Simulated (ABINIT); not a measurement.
## MgS (F-43m): G0W0 in ABINIT against the plane-wave cutoff

Wanted: the cheapest plane-wave cutoff that holds the gap of MgS (F-43m).

Method: LDA and many-body steps on it, plane waves, in ABINIT 10.8.3.

**1. The starting structure**

Symmetry: F-43m, No. 216, cubic system. Conventional cell: a = 5.666 Å, b = 5.666 Å, c = 5.666 Å, α = 90.00°, β = 90.00°, γ = 90.00°. Nearest to Mg lie 4 S at 2.45 Å. Nearest to S lie 4 Mg at 2.45 Å. Farther neighbours and most contacts between anions are not listed.

The cell and positions are those that the Materials Project relaxed with its own functionals (PBE, PBE+U or r2SCAN), kept fixed. This is not the form that MgS usually takes at ambient conditions.

**2. Empty states on the mesh, 4×4×4 mesh, 89 bands**

This step: ABINIT 10.8.3; DFT, LDA, plane waves, norm-conserving pseudopotentials.

The sums over transitions need many empty states on a uniform mesh; this step solves for them.

run.abi reads:

```
acell 3*1.0 Angstrom
rprim 
  -0.000000000000 2.833120046800 2.833120046800
  2.833120046800 -0.000000000000 2.833120046800
  2.833120046800 2.833120046800 -0.000000000000
ntypat 2
znucl 12 16
natom 2
typat 1 2
xred 
  0.000000000000 0.000000000000 0.000000000000
  0.750000000000 0.750000000000 0.750000000000
pp_dirpath "pseudos"
pseudos "Mg.upf, S.upf"
ecut 38
ngkpt 4 4 4
nshiftk 1
shiftk 0 0 0
kptopt 1
chksymbreak 0
iscf -2
irdden 1
istwfk *1
nband 89
nbdbuf 8
tolwfr 1e-09
nstep 60
prtvol 0
indata_prefix "in"
outdata_prefix "out"
tmpdata_prefix "tmp"
```

Started as:

```
$ OMP_NUM_THREADS=1 mpirun -n 4 abinit run.abi > log
```

Numbers of over 12 decimals in the logs are rounded to 6 here.

The log of the run:

```text
.Version 10.8.3 of ABINIT. v10.8.2 released Aug 2026.

 Symmetries : space group F-4 3 m (#216); Bravais cF (face-center cubic)
[... echo of the input left out ...]
== DATASET  1 ==================================================================
-   mpi_nproc: 4, omp_nthreads: 1 (-1 if OMP is not activated)

--- !DatasetInfo
iteration_state: {dtset: 1, }
dimensions: {natom: 2, nkpt: 8, mband: 89, nsppol: 1, nspinor: 1, nspden: 1, mpw: 3479, }
cutoff_energies: {ecut:  38.0, pawecutdg:  -1.0, }
[...]
2.59960    2.64356    2.68157    2.68157    2.68157    2.81708    2.81708    2.81708
   2.94385    2.94385    2.94385    2.99406    2.99406    3.01621    3.01621    3.01621
   3.09984
 prteigrs : prtvol=0 or 1, do not print more k-points.

== END DATASET(S) ==============================================================
================================================================================

 -outvars: echo values of variables after computation  --------
            nband          89
             nkpt           8
          spgroup         216
 [... the other variables as echoed above ...]

 Calculation completed.
```

Run time: 13 s. Hardware: 4 MPI ranks of Arm Neoverse V2, shared host; peak memory 0.32 GiB; 52 s of CPU time.

Numbers from this step:

| Property | Result |
| --- | --- |
| gap | 3.165 eV |
| k of the valence top | 0, 0, 0 |
| k of the conduction bottom | 0, 0, 0 |
| least direct gap | 3.165 eV |
| k points computed | 8 |
| lowest point of the top converged band, above the valence top | 71.2669 eV |

On this mesh the gap is 3.165 eV.

The density comes from a self-consistent run that is not shown.

**3. Empty states on the mesh, 4×4×4 mesh, 30 bands**

Changes to run.abi since step 2:

```diff
@@ -14,3 +14,3 @@
 pseudos "Mg.upf, S.upf"
-ecut 38
+ecut 23
 ngkpt 4 4 4
@@ -23,4 +23,4 @@
 istwfk *1
-nband 89
-nbdbuf 8
+nband 30
+nbdbuf 4
 tolwfr 1e-09
```

The log of the run:

```text
.Version 10.8.3 of ABINIT. v10.8.2 released Aug 2026.

 Symmetries : space group F-4 3 m (#216); Bravais cF (face-center cubic)
[... echo of the input left out ...]
== DATASET  1 ==================================================================
-   mpi_nproc: 4, omp_nthreads: 1 (-1 if OMP is not activated)

--- !DatasetInfo
iteration_state: {dtset: 1, }
dimensions: {natom: 2, nkpt: 8, mband: 30, nsppol: 1, nspinor: 1, nspden: 1, mpw: 1639, }
cutoff_energies: {ecut:  23.0, pawecutdg:  -1.0, }
[...]
0.16290    0.33804    0.33804    0.33804    0.44163    0.44163    0.53449    0.55221
   0.55221    0.55221    0.67404    0.92814    0.92814    0.92814    0.98556    0.98556
   0.98804    0.98804    0.98804    1.18258    1.18258    1.18258
 prteigrs : prtvol=0 or 1, do not print more k-points.

== END DATASET(S) ==============================================================
================================================================================

 -outvars: echo values of variables after computation  --------
            nband          30
             nkpt           8
          spgroup         216
 [... the other variables as echoed above ...]

 Calculation completed.
```

It took 2.6 s on 4 MPI ranks; peak memory 0.07 GiB.

This step gave:

| Item | Value |
| --- | --- |
| gap | 3.097 eV |
| k of the valence top | 0, 0, 0 |
| k of the conduction bottom | 0, 0, 0 |
| least direct gap | 3.097 eV |
| k points computed | 8 |
| lowest point of the top converged band, above the valence top | 24.27 eV |

On this mesh the gap is 3.097 eV.

**4. Empty states on the mesh, 4×4×4 mesh, 30 bands**

Changes to run.abi since step 3:

```diff
@@ -14,3 +14,3 @@
 pseudos "Mg.upf, S.upf"
-ecut 23
+ecut 30
 ngkpt 4 4 4
```

The log of the run:

```text
.Version 10.8.3 of ABINIT. v10.8.2 released Aug 2026.

 Symmetries : space group F-4 3 m (#216); Bravais cF (face-center cubic)
[... echo of the input left out ...]
== DATASET  1 ==================================================================
-   mpi_nproc: 4, omp_nthreads: 1 (-1 if OMP is not activated)

--- !DatasetInfo
iteration_state: {dtset: 1, }
dimensions: {natom: 2, nkpt: 8, mband: 30, nsppol: 1, nspinor: 1, nspden: 1, mpw: 2450, }
cutoff_energies: {ecut:  30.0, pawecutdg:  -1.0, }
[...]
0.16409    0.33321    0.33321    0.33321    0.44117    0.44117    0.53785    0.55061
   0.55061    0.55061    0.67532    0.92709    0.92709    0.92709    0.98092    0.98092
   0.98092    0.98534    0.98534    1.18213    1.18213    1.18213
 prteigrs : prtvol=0 or 1, do not print more k-points.

== END DATASET(S) ==============================================================
================================================================================

 -outvars: echo values of variables after computation  --------
            nband          30
             nkpt           8
          spgroup         216
 [... the other variables as echoed above ...]

 Calculation completed.
```

Wall time 3.3 s (4 MPI ranks); peak memory 0.26 GiB.

This step gave:

* gap: 3.156 eV
* k of the valence top: 0, 0, 0
* k of the conduction bottom: 0, 0, 0
* least direct gap: 3.156 eV
* k points computed: 8
* lowest point of the top converged band, above the valence top: 24.33 eV

On this mesh the gap is 3.156 eV.

**5. Empty states on the mesh, 4×4×4 mesh, 30 bands**

Changes to run.abi since step 4:

```diff
@@ -14,3 +14,3 @@
 pseudos "Mg.upf, S.upf"
-ecut 30
+ecut 48
 ngkpt 4 4 4
```

The log of the run:

```text
.Version 10.8.3 of ABINIT. v10.8.2 released Aug 2026.

 Symmetries : space group F-4 3 m (#216); Bravais cF (face-center cubic)
[... echo of the input left out ...]
== DATASET  1 ==================================================================
-   mpi_nproc: 4, omp_nthreads: 1 (-1 if OMP is not activated)

--- !DatasetInfo
iteration_state: {dtset: 1, }
dimensions: {natom: 2, nkpt: 8, mband: 30, nsppol: 1, nspinor: 1, nspden: 1, mpw: 4910, }
cutoff_energies: {ecut:  48.0, pawecutdg:  -1.0, }
[...]
0.16427    0.33222    0.33222    0.33222    0.44110    0.44110    0.53837    0.55030
   0.55030    0.55030    0.67554    0.92690    0.92690    0.92690    0.97928    0.97928
   0.97928    0.98531    0.98531    1.18207    1.18207    1.18207
 prteigrs : prtvol=0 or 1, do not print more k-points.

== END DATASET(S) ==============================================================
================================================================================

 -outvars: echo values of variables after computation  --------
            nband          30
             nkpt           8
          spgroup         216
 [... the other variables as echoed above ...]

 Calculation completed.
```

Run time: 4.6 s. Hardware: 4 MPI ranks; peak memory 0.3 GiB; 18 s of CPU time.

Numbers from this step:

| Item | Value |
| --- | --- |
| gap | 3.166 eV |
| k of the valence top | 0, 0, 0 |
| k of the conduction bottom | 0, 0, 0 |
| least direct gap | 3.166 eV |
| k points computed | 8 |
| lowest point of the top converged band, above the valence top | 24.34 eV |

On this mesh the gap is 3.166 eV.

**6. Screening, 4×4×4 mesh, 26 bands, screening to 106.1 eV**

The RPA dielectric matrix is built and inverted for each q.

This step: RPA screening on LDA, plane waves, norm-conserving pseudopotentials.

Changes to run.abi since step 5:

```diff
@@ -14,3 +14,3 @@
 pseudos "Mg.upf, S.upf"
-ecut 48
+ecut 23
 ngkpt 4 4 4
@@ -20,10 +20,11 @@
 chksymbreak 0
-iscf -2
-irdden 1
 istwfk *1
-nband 30
-nbdbuf 4
-tolwfr 1e-09
-nstep 60
-prtvol 0
+occopt 1
+irdwfk 1
+optdriver 3
+nband 26
+ecuteps 3.9
+inclvkb 2
+awtr 1
+symchi 1
 indata_prefix "in"
```

The log of the run:

```text
.Version 10.8.3 of ABINIT. v10.8.2 released Aug 2026.

 Symmetries : space group F-4 3 m (#216); Bravais cF (face-center cubic)
[... echo of the input left out ...]
== DATASET  1 ==================================================================
-   mpi_nproc: 4, omp_nthreads: 1 (-1 if OMP is not activated)

--- !DatasetInfo
iteration_state: {dtset: 1, }
dimensions: {natom: 2, nkpt: 8, mband: 26, nsppol: 1, nspinor: 1, nspden: 1, mpw: 1639, }
cutoff_energies: {ecut:  23.0, pawecutdg:  -1.0, }
electrons: {nelect:   1.60000000E+01, charge:   0.00000000E+00, occopt:   1.00000000E+00, tsmear:   1.00000000E-02, }

 SCREENING: Calculation of the susceptibility and dielectric matrices

 Based on a program developped by R.W. Godby, V. Olevano, G. Onida, and L. Reining.
 Incorporated in ABINIT by V. Olevano, G.-M. Rignanese, and M. Torrent.
.Using double precision arithmetic ; gwpc =  8

[... cell and pseudopotentials left out ...]
--------------------------------------------------------------------------------

 ==== K-mesh for the wavefunctions ====
 Number of points in the irreducible wedge :     8
[... list of points left out ...]
 Together with 24 symmetry operations and time-reversal symmetry
 yields    64 points in the full Brillouin Zone.

 ==== Q-mesh for the screening function ====
 Number of points in the irreducible wedge :     8
[... list of points left out ...]
 Together with 24 symmetry operations and time-reversal symmetry
 yields    64 points in the full Brillouin Zone.

 setmesh: FFT mesh size selected  =    24x   24x   24
          total number of points  =        13824

 vcoul_init : cutoff-mode = AUXILIARY_FUNCTION
 q-points for optical limit:   1
     1)      0.000010    0.000020    0.000030

- screening: taking advantage of time-reversal symmetry
- Maximum band index for partially occupied states nbvw = 8
- Remaining bands to be divided among processors   nbcw = 18
- Number of bands treated by each node ~4

 Number of electrons calculated from density =   16.0000; Expected =   16.0000
 average of density, n =  0.052131
 r_s =    1.6606
 omega_plasma =   22.0244 [eV]

 calculating chi0 at frequencies [eV] :
  1    0.000000E+00    0.000000E+00
  2    0.000000E+00    2.202444E+01

--------------------------------------------------------------------------------
  q-point number  1        q = ( 0.000000, 0.000000, 0.000000) [r.l.u.]
--------------------------------------------------------------------------------
[... chi0 elements left out ...]
 For q-point:  0.000010 0.000020 0.000030
  dielectric constant =   4.4570
  dielectric constant without local fields =   5.2413

  Average fulfillment of the sum rule on Im[epsilon] for q-point    1 :     27.31  [%]
[... wings left out ...]
  q-point number  2        q = ( 0.250000, 0.000000, 0.000000) [r.l.u.]
--------------------------------------------------------------------------------
[... chi0 elements left out ...]
  Average fulfillment of the sum rule on Im[epsilon] for q-point    2 :     43.52  [%]

 [... 6 further q-points ...]
```

It took 3 s on 4 MPI ranks; peak memory 0.24 GiB; 12 s of CPU time.

This step gave:

```
ε∞ with local fields, on this mesh, along the program's q direction : 4.457
the same without local fields                                       : 5.241
plasma frequency                                                    : 22.02 eV
plane waves in the screening matrix                                 : 113
```

Local fields lower ε∞ by 15 %. On a Γ-centred mesh this coarse the value itself is usually too large, while a short band sum pulls it down.

**7. 23 Ha**

This step: G0W0 on LDA, plane waves, norm-conserving pseudopotentials.

Changes to run.abi since step 6:

```diff
@@ -23,8 +23,15 @@
 irdwfk 1
-optdriver 3
+optdriver 4
 nband 26
+gwcalctyp 0
+ecutsigx 23
+symsigma 1
+nkptgw 1
+kptgw 
+  0.0000000000 0.0000000000 0.0000000000
+bdgw 
+  6 12
 ecuteps 3.9
-inclvkb 2
-awtr 1
-symchi 1
+irdscr 1
+ppmodel 1
 indata_prefix "in"
```

The log of the run:

```text
.Version 10.8.3 of ABINIT. v10.8.2 released Aug 2026.

 Symmetries : space group F-4 3 m (#216); Bravais cF (face-center cubic)
[... echo of the input left out ...]
== DATASET  1 ==================================================================
-   mpi_nproc: 4, omp_nthreads: 1 (-1 if OMP is not activated)

--- !DatasetInfo
iteration_state: {dtset: 1, }
dimensions: {natom: 2, nkpt: 8, mband: 26, nsppol: 1, nspinor: 1, nspden: 1, mpw: 1639, }
cutoff_energies: {ecut:  23.0, pawecutdg:  -1.0, }
electrons: {nelect:   1.60000000E+01, charge:   0.00000000E+00, occopt:   1.00000000E+00, tsmear:   1.00000000E-02, }

 SIGMA: Calculation of the GW corrections

 Based on a program developped by R.W. Godby, V. Olevano, G. Onida, and L. Reining.
 Incorporated in ABINIT by V. Olevano, G.-M. Rignanese, and M. Torrent.
.Using double precision arithmetic ; gwpc =  8

[... cell and pseudopotentials left out ...]
--------------------------------------------------------------------------------

 ==== K-mesh for the wavefunctions ====
 Number of points in the irreducible wedge :     8
[... list of points left out ...]
 Together with 24 symmetry operations and time-reversal symmetry
 yields    64 points in the full Brillouin Zone.

 ==== Q-mesh for screening function ====
 Number of points in the irreducible wedge :     8
[... list of points left out ...]
 Together with 24 symmetry operations and time-reversal symmetry
 yields    64 points in the full Brillouin Zone.

 vcoul_init : cutoff-mode = AUXILIARY_FUNCTION
 q-points for optical limit:   1
     1)      0.000010    0.000020    0.000030
 setmesh: FFT mesh size selected  =    36x   36x   36
          total number of points  =        46656

 Number of electrons calculated from density =   16.0000; Expected =   16.0000
 average of density, n =  0.052131
 r_s =    1.6606
 omega_plasma =   22.0244 [eV]

 === KS Band Gaps ===
  >>>> For spin  1
   Minimum direct gap =   3.0971 [eV], located at k-point      :   0.0000  0.0000  0.0000
   Fundamental gap    =   3.0971 [eV], Top of valence bands at :   0.0000  0.0000  0.0000
                                       Bottom of conduction at :   0.0000  0.0000  0.0000
 SIGMA fundamental parameters:
 PLASMON POLE MODEL  1
 number of plane-waves for SigmaX                 1639
 number of plane-waves for SigmaC and W            113
 number of plane-waves for wavefunctions          1639
 number of bands                                    26
 number of independent spin polarizations            1
 number of spinorial components                      1
 number of k-points in IBZ                           8
 number of q-points in IBZ                           8
 number of symmetry operations                      24
 number of k-points in BZ                           64
 number of q-points in BZ                           64
 number of frequencies for dSigma/dE                 9
 frequency step for dSigma/dE [eV]                0.25
 number of omega for Sigma on real axis              0
 max omega for Sigma on real axis  [eV]           0.00
 zcut for avoiding poles [eV]                     0.10

 EPSILON^-1 parameters (SCR file):
 dimension of the eps^-1 matrix on file            113
 dimension of the eps^-1 matrix used               113
 number of plane-waves for wavefunctions          1639
 number of bands                                    26
 number of q-points in IBZ                           8
 number of frequencies                               2
 number of real frequencies                          1
 number of imag frequencies                          1

 matrix elements of self-energy operator (all in [eV])

 Perturbative Calculation

--- !SelfEnergy_ee
iteration_state: {dtset: 1, }
kpoint     : [   0.000,    0.000,    0.000, ]
spin       : 1
KS_gap     :    3.097
QP_gap     :    4.829
Delta_QP_KS:    1.732
data: !SigmaeeData |
     Band     E0 <VxcDFT>   SigX SigC(E0)      Z dSigC/dE  Sig(E)    E-E0       E
        6   1.336 -12.865 -16.213   2.541   0.781  -0.280 -13.496  -0.631   0.705
        7   1.336 -12.865 -16.213   2.541   0.781  -0.280 -13.496  -0.631   0.705
        8   1.336 -12.865 -16.213   2.541   0.781  -0.280 -13.496  -0.631   0.705
        9   4.433  -9.402  -5.100  -2.958   0.819  -0.220  -8.301   1.101   5.534
       10   9.198 -10.074  -4.729  -3.262   0.814  -0.228  -8.378   1.695  10.894
       11   9.198 -10.074  -4.729  -3.262   0.814  -0.228  -8.378   1.695  10.894
       12   9.198 -10.074  -4.729  -3.262   0.814  -0.228  -8.378   1.695  10.894

== END DATASET(S) ==============================================================
================================================================================

 -outvars: echo values of variables after computation  --------
           etotal      0.0000000000E+00
            nband          26
             nkpt           8
          spgroup         216
 [... the other variables as echoed above ...]

 Calculation completed.
```

Elapsed: 1.9 s, on 4 MPI ranks; peak memory 0.11 GiB.

This step gave:

```
G0W0 gap on the points computed              : 4.829 eV
starting gap on the mesh                     : 3.097 eV
k of the valence top                         : 0, 0, 0
k of the conduction bottom                   : 0, 0, 0
Z at the valence top                         : 0.781
Z at the conduction bottom                   : 0.819
least direct G0W0 gap on the computed points : 4.829 eV
```

[end of part 1 of 2]

[Paths, hosts, dates, memory and timing lines, banners, echoed tables and standing remarks are left out of the program output.]

[Logs are printed without paths, hosts, clocks, repeated set-up lines and the standing remarks that a program may print on its own settings, such as how far it seeks lower states.]

[Runs of the session that timed out or met a known fault of the program may be left out.]

[Hosts, paths, dates, database ids (printed as entryN), source tags and the programs' standing remarks are cut or masked in the printed files.]

[G0W0 gaps are taken among the corrected bands and points alone; a level outside them can change the order at an edge.]

[Where Ansatz stands beside ABINIT at settings called matched, ABINIT's density can come from a denser mesh and the files from another edition; pairs whose starting gaps differed by over 0.03 eV were left out, so agreement reads better than it is.]
